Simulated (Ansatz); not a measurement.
# Quasiparticle gap of GaN (P6_3mc), part 2 of 2

How far does one-shot GW move the PBE gap of GaN (P6_3mc)?

Ansatz 0.2.0; PBE, then G0W0 on it, plane waves, PAW. Known limits of the many-body steps: finite bands, screening cutoff and k mesh; no spin-orbit coupling in G0W0; d shells not analysed.

So far. Step 2 (The PBE band structure): Over mesh and path the gap is 1.890 eV, direct, at k = Γ.

The database entry behind the starting cell has ideal inner coordinates that were not refined, so it need not match the best structure at ambient conditions.

In doubt: masses and optical values from hybrid runs of this build are listed as unsure (in some of the runs), which bears on the screening that GW takes from such a start.

## (3) One-shot GW

G0W0 replaces the xc potential by a self-energy built once from the orbitals of the start. Levels are corrected in the window of bands that the input names, at points of the mesh.

This step: G0W0 on PBE, plane waves, PAW.

File input.yaml:

```yaml
crystal:
  lattice:
    - [3.19, 0.0, 0.0]
    - [-1.595, 2.7626210381, 0.0]
    - [0.0, 0.0, 5.189]
  atoms:
    - { symbol: Ga, position: [0.6666666667, 0.3333333333, 0.0] }
    - { symbol: Ga, position: [0.3333333333, 0.6666666667, 0.5] }
    - { symbol: "N", position: [0.6666666667, 0.3333333333, 0.375] }
    - { symbol: "N", position: [0.3333333333, 0.6666666667, 0.875] }
kpoints:
  mp_grid: { grid: [6, 6, 4] }
hamiltonian:
  xc: pbe
scf:
  occupations: { method: fixed }
gw:
  n_empty_bands: 293
  ecut_chi: 200.0
  qp_bands: [v2, c2]
  qp_kpoints: band_edges
  screening: { model: contour_deformation }
```

On the command line:

```sh
> ansatz run input.yaml --threads 3 --pin off --max-ram 92160MiB --backend cuda --events-out ev --progress --plain --runs-dir out --devices 1 --max-vram 13GiB  # rebuilt from the run's record
```

Numbers of over 12 decimals in the logs are rounded to 6 here.

Log:

```text
GPUs: using 1 of 1 available (devices: 1).
[...]
GPU FFT provider: cuFFT
GPU libraries: cuBLAS 13.8.2, cuFFT 12.4.0, cuSOLVER 12.3.4
Crystal: 4 atoms, lattice volume = 45.729 Å³
Basis set: ecut = 420 eV, 917 PW (Γ)
Bands: 22, of which v1, the nominal top of the filled ones, is band 18 counted from 1 (17 counted from 0)
Symmetry: 12 space group operations
[...]
k-points: 21 of 144 (time reversal used)
[...]
GPU buffer pool allocated for 20736 grid points (all kernels)
[...]
SCF iter   1: F=—  HF=-8335.810736 eV  |F-HF|=—  |Δ(HF+E_count)|=         —  Δρ=7.81e-4  dr2=1.40e-4  ethr=1.77e-3  ⟨swp⟩=3.3  Hψ=1750  notcnv=0  defer=13
[...]
SCF iter   6: F=-8335.811409 eV  HF=-8335.811409 eV  |F-HF|=4.83e-9  |Δ(HF+E_count)|=   2.13e-7  Δρ=4.27e-6  dr2=6.44e-9  ethr=2.62e-10  ⟨swp⟩=3.0  Hψ=1789  notcnv=0
SCF 1 converged in 6 iterations: F = -8335.811409 eV  dr2 = 6.44e-9
[...]
NSCF: frozen V_eff on 21 k-points, pencils in batches of 32, up to order 88
the band table was solved once the SCF had ended and its energy, with any forces and stress, was formed, with the checks that follow a solve (1889 applications of the Hamiltonian). They found nothing against the state; the energy, forces and stress were not computed again (output.eigenvalues in the input reference)
[...]
NSCF: frozen V_eff on 21 k-points
G₀W₀ screening: q 1/21
[... further progress lines ...]
SCF converged after 6 iterations
Free energy (F): -8335.811409 eV
[...]
Internal energy: -8335.811409 eV  (E = F + TS)
E sigma→0 (E₀):  -8335.811409 eV
Fermi energy:    9.692075 eV
[...]
--- Band table (eV; the first three rows and the last of 21) ---
  k-point 0: bands = [... 14 lower, 8.6474, 9.6278, 9.6921, 9.6921, 11.5806, 13.9342, 18.8719, 19.5675]
  k-point 1: bands = [... 14 lower, 8.7941, 8.7941, 9.5324, 9.5324, 12.7783, 14.0378, 18.4856, 19.2483]
  k-point 2: bands = [... 14 lower, 9.1568, 9.1568, 9.1568, 9.1568, 13.9164, 13.9164, 18.1708, 18.1708]
  k-point 20: bands = [... 14 lower, 5.5188, 5.5188, 8.1992, 8.1992, 16.1062, 16.1062, 16.9875, 16.9875]
--- G₀W₀: contour deformation, 7 samples at zero and on the imaginary axis and 2 off it, 144 q-points, 293 empty bands' worth ---
  eigenvalues of the whole cell's RPA ε∞ on this k-mesh (on a slab, of 1 + 4πα/V) = 5.9687, 6.0039, 6.0039; static W/v taken at q = 0 is 0.166832
  bands read: the sum over 311 bands ends inside a degenerate multiplet in 8 slots, whose members it reads at an even weight; the widest, k=2: bands 311 to 314 (counted from 1) at 1/4 each
  gw.qp_kpoints: band_edges: 15 of 21 stored k-points solved, in 1 pass; an edge of the gap read off the rows below is read off those points alone
    valence top: of the k-points left out ik 12 came nearest to being solved in a further pass, in band 18 (counted from 1, as in the quasiparticle table): it holds the edge there only if its correction is more favourable than any solved in that band by at least 0.924 eV; those differ by 0.248 eV
    conduction bottom: of the k-points left out ik 12 came nearest to being solved in a further pass, in band 19 (counted from 1, as in the quasiparticle table): it holds the edge there only if its correction is more favourable than any solved in that band by at least 2.808 eV; those differ by 0.408 eV
    ik  band        ε_KS         Σx   Σc(E_QP)       V_xc       Z   E_QP_lin       E_QP  E_QP is
     0    17      9.6921   -23.8523     2.8647   -20.2232  0.7679     8.9190     8.9277  root
     0    18      9.6921   -23.8523     2.8647   -20.2232  0.7679     8.9190     8.9277  root
     0    19     11.5806   -11.5318    -3.8611   -15.7615  0.8031    11.9506    11.9492  root
     0    20     13.9342   -10.1728    -4.6195   -15.2781  0.8097    14.4229    14.4200  root
     1    17      9.5324   -23.7165     2.9107   -20.0228  0.7676     8.7402     8.7495  root
     1    18      9.5324   -23.7165     2.9107   -20.0228  0.7676     8.7402     8.7495  root
     1    19     12.7783   -12.2011    -3.8656   -16.4856  0.7938    13.1992    13.1973  root
     1    20     14.0378   -10.1538    -4.6457   -15.2986  0.8064    14.5399    14.5368  root
     2    17      9.1568   -23.3769     3.0023   -19.5525  0.7667     8.3240     8.3348  root
     2    18      9.1568   -23.3769     3.0023   -19.5525  0.7667     8.3240     8.3348  root
     2    19     13.9164   -10.8533    -4.5115   -15.8803  0.7955    14.4353    14.4318  root
     2    20     13.9164   -10.8533    -4.5115   -15.8803  0.7955    14.4353    14.4318  root
     3    17      9.3416   -23.3861     2.8864   -19.7063  0.7677     8.5386     8.5482  root
     3    18      9.4554   -23.6096     2.9230   -19.8972  0.7674     8.6565     8.6661  root
     3    19     13.1071   -12.0107    -3.9771   -16.4345  0.7927    13.5561    13.5539  root
     3    20     15.2102   -10.4432    -4.8595   -15.8901  0.7985    15.8025    15.7976  root
     4    17      8.9767   -23.1163     2.9901   -19.2909  0.7668     8.1301     8.1414  root
     4    18      9.2447   -23.4126     2.9721   -19.6279  0.7670     8.4217     8.4321  root
     4    19     13.6835   -11.5171    -4.2238   -16.2238  0.7910    14.1693    14.1664  root
     4    20     15.2762   -10.4244    -4.9133   -15.9381  0.7942    15.8819    15.8766  root
     5    17      8.7641   -22.9721     3.0776   -19.0357  0.7657     7.8930     7.9054  root
     5    18      8.7641   -22.9721     3.0776   -19.0357  0.7657     7.8930     7.9054  root
     5    19     14.8185   -10.7499    -4.7252   -16.0394  0.7869    15.3875    15.3828  root
     5    20     14.8185   -10.7499    -4.7252   -16.0394  0.7869    15.3875    15.3828  root
     6    17      8.4010   -22.3461     3.0500   -18.4138  0.7658     7.5051     7.5188  root
     6    18      8.9570   -23.1146     3.0394   -19.2382  0.7659     8.1087     8.1201  root
     6    19     14.5454   -10.0758    -4.5916   -15.1407  0.7968    15.0217    15.0187  root
     6    20     15.4141    -9.5371    -4.7863   -14.8118  0.8087    15.9059    15.9026  root
     7    17      8.5016   -22.6771     3.1001   -18.7038  0.7649     7.6153     7.6284  root
     7    18      8.6803   -22.8508     3.0942   -18.8934  0.7652     7.8045     7.8171  root
     7    19     14.0971    -9.4131    -4.4539   -14.2487  0.8077    14.4806    14.4788  root
     7    20     15.3922    -8.9546    -4.7240   -14.0915  0.8066    15.8076    15.8052  root
     8    17      8.0713   -22.2996     3.2220   -18.1646  0.7627     7.1429     7.1583  root
     8    18      8.0713   -22.2996     3.2220   -18.1646  0.7627     7.1429     7.1583  root
     8    19     14.5510    -9.1963    -4.4977   -14.0636  0.8073    14.9223    14.9206  root
     8    20     14.5510    -9.1963    -4.4977   -14.0636  0.8073    14.9223    14.9206  root
     9    17      7.4599   -21.4052     3.2092   -17.2322  0.7626     6.4774     6.4962  root
     9    18      8.7133   -22.8661     3.0896   -18.9197  0.7651     7.8443     7.8566  root
     9    19     14.7464    -8.6086    -4.4828   -13.3919  0.8184    15.0480    15.0469  root
     9    20     15.2347   -10.2766    -4.7642   -15.5669  0.7977    15.7649    15.7609  root
[...]
17    17      8.0266   -22.1210     3.1720   -18.0502  0.7628     7.1130     7.1277  root
    17    18      8.0266   -22.1210     3.1720   -18.0502  0.7628     7.1130     7.1277  root
    17    19     15.1106    -9.5032    -4.5714   -14.4774  0.8042    15.5157    15.5135  root
    17    20     15.1106    -9.5032    -4.5714   -14.4774  0.8042    15.5157    15.5135  root
    18    17      6.6890   -21.3885     3.5156   -16.8725  0.7537     5.6654     5.6885  root
    18    18      7.0043   -21.7032     3.4998   -17.1906  0.7566     5.9688     5.9914  root
    18    19     14.8204    -7.4354    -4.2407   -11.8328  0.8206    14.9773    14.9769  root
    18    20     17.4703   -11.2738    -5.7471   -17.8980  0.7649    18.3641    18.3475  root
    20    17      8.1992   -22.2730     3.1548   -18.2362  0.7630     7.3036     7.3173  root
    20    18      8.1992   -22.2730     3.1548   -18.2362  0.7630     7.3036     7.3173  root
    20    19     16.1062    -9.5272    -4.9331   -14.9663  0.8045    16.6161    16.6123  root
    20    20     16.1062    -9.5272    -4.9331   -14.9663  0.8045    16.6161    16.6123  root
```

Elapsed: 31 s, on 1 × NVIDIA H100 80GB HBM3 (shared by 6 runs) with 3 threads of AMD EPYC 7R13 (Zen 3), shared host; peak memory 1.5 GiB; 52 s of CPU time.

This step gave:

- bands summed: 311
- RPA ε∞ on this mesh (eigenvalues): 5.969, 6.004, 6.004
- plane waves in the screening matrix: 311
- q-points in the mesh: 144
- G0W0 gap over the corrected points: 3.022 eV
- k of the valence top: 0, 0, 0
- k of the conduction bottom: 0, 0, 0
- starting gap on the mesh: 1.889 eV
- Z at the valence top: 0.7679
- Z at the conduction bottom: 0.8031
- least direct G0W0 gap over the corrected points: 3.022 eV

Over 15 of 21 irreducible mesh points the G0W0 gap is 3.022 eV, direct, at k = Γ. The PBE gap of this run on the mesh is 1.889 eV. The two states that bound the G0W0 gap lie that far apart at the start, so the correction of the gap is 3.022 − 1.889 = +1.133 eV. The start of this run differs from the step before in mesh (12×12×4 and 6×6×4).

Labels follow the order of the start: v1 is the top filled band, c1 the lowest empty one; levels that stay degenerate share a row, the window can cut a multiplet, doubted levels are not marked in this list, bands outside the window were not corrected, and the list may be a part of the corrected levels. Levels before and after the correction, in eV, zero at the valence-band top of each column:

```csv
,conduction bottom,valence top
Kohn-Sham,1.89,0.00
G0W0,3.02,0.00
```

```csv
,level,occupation,energy (eV)
Kohn-Sham,Γ v2-v1,2,0.000
Kohn-Sham,Γ c1,0,1.889
Kohn-Sham,Γ c2,0,4.242
G0W0,Γ v2-v1,2,0.000
G0W0,Γ c1,0,3.022
G0W0,Γ c2,0,5.492
```

The parts of the quasiparticle energy for the two states that bound the G0W0 gap, in eV on the run's own scale (QP = start + Σx + Σc − Vxc, with Σc at the quasiparticle energy):

```csv
edge,k,band,start,Σx,Σc,Vxc,Z,QP
valence top,Γ,17,9.692,−23.852,2.865,−20.223,0.768,8.928
conduction bottom,Γ,19,11.581,−11.532,−3.861,−15.761,0.803,11.949
```

## (4) Spin-orbit coupling

This run has two-component orbitals with spin-orbit coupling.

This step: DFT, PBE with spin-orbit coupling, plane waves, PAW.

input.yaml, the sections that differ from step 3:

```yaml
kpoints:
  mp_grid: { grid: [12, 12, 4] }
  band_path:
    path:
      - [0.0, 0.0, 0.0]
      - [0.5, 0.0, 0.0]
      - [0.33333333, 0.33333333, 0.0]
      - [0.0, 0.0, 0.5]
      - [0.5, 0.0, 0.5]
      - [0.33333333, 0.33333333, 0.5]
    npoints: 1
scf:
  occupations: { method: fixed }
  n_extra_bands: 10
magnetization:
  noncollinear: true
  spin_orbit: true
output:
  eigenvalues: true
# crystal, hamiltonian: as in step 3
# gw: removed
```

Log:

```text
[...]
GPUs: using 1 of 1 available (devices: 1).
[...]
non-collinear run that drives no moment, with spin-orbit: no starting moment large enough to seed its density (crystal.atoms[].spin), no starting occupations that ask for one, no magnetisation constraint and no magnetic field, so the semilocal B_xc is pinned to zero
[...]
GPU FFT provider: cuFFT
GPU libraries: cuBLAS 13.8.2, cuFFT 12.4.0, cuSOLVER 12.3.4
Crystal: 4 atoms, lattice volume = 45.729 Å³
Basis set: ecut = 420 eV, 917 PW (Γ)
Bands: 46, of which v1, the nominal top of the filled ones, is band 36 counted from 1 (35 counted from 0)
Symmetry: 12 space group operations + 12 with time reversal
[...]
k-points: 57 of 576 (time reversal used)
Projection manifold: j_resolved (fully-relativistic pseudo-atomic orbitals)
[...]
GPU buffer pool allocated for 20736 grid points (all kernels)
[...]
SCF iter   1: F=—  HF=-8337.320564 eV  |F-HF|=—  |Δ(HF+E_count)|=         —  Δρ=1.05e-1  dr2=4.91e0  dr2_m=0.00e0 (ungated)  ethr=3.10e-3  |M|=0.00e0 ∫|m|=0.00e0 μB  |m|>n=0.0e0 m-floor=0.0e0 τ_xc=0.0e0  β_m=0.30  ⟨swp⟩=4.4  Hψ=9769  notcnv=0  defer=329
[...]
spin=Noncollinear: Resta preconditioning applied to the charge; magnetization (m_x, m_y, m_z) channels mix plain (no charge-response kernel on spin).
SCF iter   2: F=—  HF=-8336.321129 eV  |F-HF|=—  |Δ(HF+E_count)|=   9.99e-1  Δρ=5.96e-2  dr2=1.42e0  dr2_m=0.00e0 (ungated)  ethr=3.10e-3  |M|=0.00e0 ∫|m|=0.00e0 μB  |m|>n=0.0e0 m-floor=0.0e0 τ_xc=0.0e0  β_m=0.46  ⟨swp⟩=2.1  Hψ=4029  notcnv=0  defer=280
[...]
SCF iter   8: F=-8335.976855 eV  HF=-8335.976854 eV  |F-HF|=1.07e-7  |Δ(HF+E_count)|=   8.81e-6  Δρ=1.27e-5  dr2=6.53e-8  dr2_m=0.00e0 (ungated)  ethr=2.78e-10  |M|=0.00e0 ∫|m|=0.00e0 μB  |m|>n=0.0e0 m-floor=0.0e0 τ_xc=0.0e0  ⟨swp⟩=7.5  Hψ=11176  notcnv=0
SCF 1 converged in 8 iterations: F = -8335.976855 eV  dr2 = 6.53e-8
[...]
SCF converged after 8 iterations
Magnetization: |M| = 0.0000 μB,  M = (+0.0000, +0.0000, +0.0000) μB
Absolute magnetization: 0.0000 μB (∫|m|)
  site 0: m = (+0.0000, +0.0000, +0.0000) μB, |m| = 0.0000 μB  (R = 0.80 Å)
  site 1: m = (+0.0000, +0.0000, +0.0000) μB, |m| = 0.0000 μB  (R = 0.80 Å)
  site 2: m = (+0.0000, +0.0000, +0.0000) μB, |m| = 0.0000 μB  (R = 0.80 Å)
  site 3: m = (+0.0000, +0.0000, +0.0000) μB, |m| = 0.0000 μB  (R = 0.80 Å)
Free energy (F): -8335.976855 eV
[...]
Internal energy: -8335.976855 eV  (E = F + TS)
E sigma→0 (E₀):  -8335.976855 eV
Fermi energy:    9.692257 eV
[...]
--- Band table (eV; the first three rows and the last of 57) ---
  k-point 0: bands = [... 32 lower, 9.6864, 9.6864, 9.6923, 9.6923, 11.5789, 11.5789, 13.9330, 13.9330, ... 6 higher]
  k-point 1: bands = [... 32 lower, 9.5240, 9.5240, 9.5346, 9.5346, 12.7761, 12.7761, 14.0363, 14.0363, ... 6 higher]
  k-point 2: bands = [... 32 lower, 9.1629, 9.1629, 9.1629, 9.1629, 13.9142, 13.9142, 13.9142, 13.9142, ... 6 higher]
  k-point 56: bands = [... 32 lower, 8.1928, 8.1928, 8.1996, 8.1996, 16.0917, 16.0917, 16.1173, 16.1173, ... 6 higher]
```

Wall time 8.9 s (1 × NVIDIA H100 80GB HBM3 (shared by 6 runs) with 3 threads); peak memory 0.94 GiB; 16 s of CPU time.

Numbers from this step:

* gap: 1.887 eV
* valence top at: Γ
* conduction bottom at: Γ
* least direct gap: 1.887 eV

Over mesh and listed points the gap is 1.887 eV, direct, at k = Γ. PBE+SOC against PBE: 1.887 − 1.890 = −0.003 eV, with the same mesh, set of files (read in its fully relativistic form for the spin-orbit run) and cutoff, and both edges at the same k points. The spin-orbit run sees mesh and listed points alone, so its gap is an upper bound: the coupling can move an edge off these points, the more so as this crystal has no centre of inversion, and the change over the zone, its sign included where it is small, is not known.

## (5) Side by side

Each gap is the least one over the points named; times are wall times on shared hosts, not benchmarks. A G0W0 time includes the run's own self-consistent start. Runs with listed points see these and the mesh alone, so an edge that moves elsewhere is missed. Rows marked * are further runs, not shown as steps, whose inputs differ from the G0W0 step on the same start in the columns given; solver thresholds can differ too.

```csv
level,mesh,"files, cutoff","bands summed, screening",points,gap (eV),valence top,conduction bottom,least direct gap (eV),time
PBE,12×12×4,"soft_2 PAW, 420 eV",-,mesh and path,1.890,Γ,Γ,1.890,6.5 s
PBE+SOC,12×12×4,"soft_2 PAW, 420 eV",-,mesh and listed points,1.887,Γ,Γ,1.887,8.9 s
G0W0@PBE*,6×6×4,"soft_2 PAW, 420 eV","66, 60 eV",15 of 21 irreducible mesh points,2.867,Γ,Γ,2.867,13 s
G0W0@PBE*,6×6×4,"soft_2 PAW, 420 eV","154, 120 eV",15 of 21 irreducible mesh points,3.007,Γ,Γ,3.007,19 s
G0W0@PBE,6×6×4,"soft_2 PAW, 420 eV","311, 200 eV",15 of 21 irreducible mesh points,3.022,Γ,Γ,3.022,31 s
G0W0@PBE*,6×6×2,"soft_2 PAW, 420 eV","154, 120 eV",11 of 14 irreducible mesh points,2.972,Γ,Γ,2.972,14 s
G0W0@PBE*,6×6×4,"soft_2 PAW, 420 eV","154, 120 eV, plasmon pole",15 of 21 irreducible mesh points,3.003,Γ,Γ,3.003,18 s
```

## (6) Outcome

* PBE gap over mesh and path: 1.890 eV, direct, at k = Γ
* G0W0@PBE gap over 15 of 21 irreducible mesh points: 3.022 eV, direct, at k = Γ
* PBE+SOC gap over mesh and listed points: 1.887 eV
* GW settings: 6×6×4 mesh, 293 empty bands, screening to 200 eV
* known limits: finite bands, screening cutoff and k mesh; no spin-orbit coupling in G0W0; d shells not analysed

In words: Over 15 of 21 irreducible mesh points the G0W0 gap is 3.022 eV, direct, at k = Γ. The PBE gap of this run on the mesh is 1.889 eV. The two states that bound the G0W0 gap lie that far apart at the start, so the correction of the gap is 3.022 − 1.889 = +1.133 eV. The valence state moves by 8.928 − 9.692 = −0.764 eV and the conduction state by 11.949 − 11.581 = +0.368 eV, on the run's own scale; with 66 bands the edge states move by −0.122 and +0.857 eV, so the split between the edges depends on the bands and cutoff. Both edges that PBE shows over mesh and path lie at k points where levels were corrected. Levels at other points were not corrected, so a lower G0W0 gap elsewhere in the zone is not ruled out. From 66 bands and 60 eV to 311 bands and 200 eV the gap moves by 3.022 − 2.867 = +0.155 eV (rung by rung 2.867, 3.007, 3.022 eV); bands and screening cutoff rise together, so their parts are not told apart. A line in one over the bands through the two highest rungs gives 3.022 + (3.022 − 3.007) × 154 / (311 − 154) = 3.037 eV, and through the pair below 3.007 + (3.007 − 2.867) × 66 / (154 − 66) = 3.112 eV. The two differ by 0.075 eV, not under the 0.030 eV asked, so the law does not hold well over these rungs and the limit is not known. With the 6×6×2 mesh in place of the 6×6×4 mesh and all else as in the G0W0@PBE row with 154 bands, the gap differs by 2.972 − 3.007 = −0.035 eV, and that of the start by 1.890 − 1.889 = +0.001 eV. With the plasmon pole model in place of the contour deformation model and all else as in the G0W0@PBE row with 154 bands, the gap differs by 3.003 − 3.007 = −0.004 eV. G0W0 on other starts in this series, not shown as steps and not all at these settings: 3.244 eV on r2SCAN (6×6×4, soft_2 PAW, 154 bands, 120 eV) and 3.601 eV on HSE06 (6×6×4, soft_2 PAW, 154 bands, 120 eV). PBE+SOC against PBE: 1.887 − 1.890 = −0.003 eV, with the same mesh, set of files (read in its fully relativistic form for the spin-orbit run) and cutoff, and both edges at the same k points. The spin-orbit run sees mesh and listed points alone, so its gap is an upper bound: the coupling can move an edge off these points, the more so as this crystal has no centre of inversion, and the change over the zone, its sign included where it is small, is not known. What spin-orbit coupling does to the G0W0 levels was not computed, so no sum with the G0W0 gap is formed. The G0W0 runs are scalar-relativistic. One-shot GW is known to converge slowly in bands for compounds with shallow d shells. The cell holds Ga; the filling of the d shell and its place against the gap were not analysed here. G0W0@PBE runs of this series with other atomic data on the same mesh, not shown as steps, give 3.018 eV (hard PAW, 1020 eV, 162 bands, screening to 120 eV; the table's row with the same empty bands and screening cutoff has 3.007 eV); where bands and cutoffs differ too, the part of the files is not isolated.

[Paths, hosts, dates, memory and timing lines, banners, echoed tables and standing remarks are left out of the program output.]

[Logs are printed without paths, hosts, clocks, repeated set-up lines and the standing remarks that a program may print on its own settings, such as how far it seeks lower states.]

[Runs of the session that timed out or met a known fault of the program may be left out.]

[Cells called generated may have been cut or substituted from an entry of the Crystallography Open Database or the Materials Project.]

[Hosts, paths, dates, database ids (printed as entryN), source tags and the programs' standing remarks are cut or masked in the printed files.]

[Where an RPA ε∞ is given, it is that of the G0W0 mesh and is not shown converged in it. Names of k-points follow the symmetry that the program found, which can be lower than the space group named. Band edges on a path are those of the sampled points; other points can move an edge, and change direct to indirect where valleys lie close.]

[Hybrid gaps are those of their k-mesh and are not shown converged in it.]
